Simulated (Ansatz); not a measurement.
Planning a GW calculation on Be3N2 (P6_3/mmc).

```
Be N
1.0
     2.84168    0.00000    0.00000
    -1.42084    2.46097    0.00000
     0.00000    0.00000    9.74684
Be N
6 4
Direct
  0.33333 0.66667 0.07849
  0.66667 0.33333 0.57849
  0.66667 0.33333 0.92151
  0.33333 0.66667 0.42151
  0.00000 0.00000 0.25000
  0.00000 0.00000 0.75000
  0.00000 0.00000 0.00000
  0.00000 0.00000 0.50000
  0.33333 0.66667 0.25000
  0.66667 0.33333 0.75000
```

The cell and positions are those that the Materials Project relaxed with its own functionals (PBE, PBE+U or r2SCAN), kept fixed.

Runs so far (Ansatz 0.2.0, start LDA, PAW set soft_1 files, 6×6×2 mesh). Times are wall times on 1 × NVIDIA H100 80GB HBM3 (shared by 6 runs) with 3 threads of AMD EPYC 7R13 (Zen 3), shared host, good to a factor of about two.

```tsv
bands summed	cutoff (eV)	gap on the mesh (eV)	time
77	54	4.424	7.1 s
189	108	4.677	7.7 s
```

Question: What should the next rung give, with 389 bands and screening to 180 eV, and where is the limit?

The error falls about as one over the bands when the cutoff rises with them. A line through the two highest rungs given predicts 4.766 eV; the run gave 4.879 eV, a miss of 0.112 eV, so the law fails here: the steps don't follow it yet. The two highest rungs put the limit near 5.070 eV, the pair below near 4.851 eV; neither can be trusted until a further rung is run.

Gaps are over the mesh's points; an edge off the mesh would be missed. Limits: not at the basis limit.

[Paths, hosts, dates, memory and timing lines, banners, echoed tables and standing remarks are left out of the program output.]

[Logs are printed without paths, hosts, clocks, repeated set-up lines and the standing remarks that a program may print on its own settings, such as how far it seeks lower states.]

[Runs of the session that timed out or met a known fault of the program may be left out.]

[Cells called generated may have been cut or substituted from an entry of the Crystallography Open Database or the Materials Project.]

[Hosts, paths, dates, database ids (printed as entryN), source tags and the programs' standing remarks are cut or masked in the printed files.]
